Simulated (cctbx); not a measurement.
# What is wrong with this refinement?

Cell a = 12.3390 Å, b = 3.6690 Å, c = 6.3390 Å, α = 90.00°, β = 119.93°, γ = 90.00°; space group Cm (no. 8). The compound is ZnCr2Te4.

Simulated single-crystal data (cctbx): Cu Kα, λ = 1.54184 Å, to d = 0.83 Å, 70 % of the full sphere, strongest reflection 70000 counts, noise from counting, a 2 % proportional error and a noise floor of 2 counts (s.d.); no absorption.

An anisotropic refinement with weights 1/σ² prints:

```text
Rint 0.011, 456 unique reflections to 0.83 A
cycle     R1     wR2    GooF  max shift (A)
   1  0.0664  0.2177   9.043   0.01424
   2  0.0426  0.1281   5.320   0.00037
final R1 0.0426 wR2 0.1281 GooF 5.320  parameters 42  data/parameter 10.9
atom        x        y        z      Ueq    occ   su(xyz)  su(Uiso or U11)
Te1    0.86649  0.50000  0.03957   0.0074  1.000  0.00042  0.0013
Te2    0.64042  0.00000  0.96711   0.0051  1.000  0.00031  0.0017
Te3    0.61423  0.50000  0.44287   0.0034  1.000  0.00034  0.0017
Te4    0.87579  0.00000  0.53135   0.0057  1.000  0.00044  0.0014
Cr1    0.73907  0.00000  0.70933  -0.0042  1.000  0.00099  0.0025  NPD
Cr2    0.75805  0.50000  0.27304   0.0030  1.000  0.00132  0.0030  NPD
Zn1    0.99802  0.00000  0.00166   0.0197  1.000  0.00139  0.0026
difference map: max 3.29 min -2.14 rms 0.46
Q1    0.2362  0.5000  0.7018    2    3.36  0.04 A from Cr1
Q2    0.3648  0.0000  0.0847    2    2.10  0.30 A from Te1
Q3    0.2095  0.0000  0.2477    2    2.10  0.54 A from Cr2
Q4    0.3797  0.5000  0.5141    2    1.97  0.14 A from Te4
Q5    0.1074  0.0000  0.4524    2    1.58  0.13 A from Te3
Q6    0.0447  0.5000  0.9345    2    1.50  1.09 A from Te2
```

Q: Accept it or mend it, and why?

Mend it. The fault: elements exchanged: Zn1 is Cr and Cr1 is Zn. Against the right model at the same level, R1 goes from 0.0098 to 0.0426 and GooF from 1.01 to 5.32, U of Cr1 shrinks from 0.0079 to -0.0042 Å², U of Zn1 swells from 0.0052 to 0.0197 Å², the top difference peak, 3.4 e/Å³, lies on Cr1, a hole of -2.1 e/Å³ opens and Cr1 and Cr2 go non-positive-definite. Zn1 has 6 electrons too many and its U swells to shed them, as expected; Cr1 has 6 electrons too few and its U shrinks to make up, as expected.

The compound is ZnCr2Te4. The right model at the same level gives:

```text
Rint 0.011, 456 unique reflections to 0.83 A
cycle     R1     wR2    GooF  max shift (A)
   1  0.0212  0.0611   2.537   0.01134
   2  0.0098  0.0243   1.008   0.00003
final R1 0.0098 wR2 0.0243 GooF 1.008  parameters 42  data/parameter 10.9
atom        x        y        z      Ueq    occ   su(xyz)  su(Uiso or U11)
Te1    0.86689  0.50000  0.04017   0.0072  1.000  0.00008  0.0003
Te2    0.64030  0.00000  0.96694   0.0055  1.000  0.00006  0.0003
Te3    0.61373  0.50000  0.44222   0.0050  1.000  0.00006  0.0003
Te4    0.87644  0.00000  0.53157   0.0059  1.000  0.00008  0.0002
Zn1    0.73870  0.00000  0.70991   0.0079  1.000  0.00019  0.0005
Cr1    0.75760  0.50000  0.27216   0.0057  1.000  0.00025  0.0005
Cr2    0.99708  0.00000  0.00175   0.0052  1.000  0.00025  0.0005
Flack x: -0.003(5)
Hooft y: 0.002(8)  Bijvoet pairs: 198
difference map: max 0.47 min -0.38 rms 0.12
Q1    0.1667  0.5000  0.3970    2    0.48  1.72 A from Zn1
Q2    0.2171  0.0000  0.0952    2    0.42  0.97 A from Cr1
Q3    0.9954  0.5000  0.9698    2    0.37  1.80 A from Te2
Q4    0.3897  0.5000  0.8911    2    0.36  1.15 A from Cr2
Q5    0.1297  0.0000  0.5326    2    0.36  0.50 A from Te3
Q6    0.2855  0.5000  0.8897    2    0.35  0.99 A from Zn1
```

The model was made for the exercise: a known structure type with other elements put in, its volume estimated, not relaxed; displacement parameters are assumed.

[Middle refinement cycles are left out of these outputs.]

[Logs are printed without paths, hosts, clocks, repeated set-up lines and the standing remarks that a program may print on its own settings, such as how far it seeks lower states.]
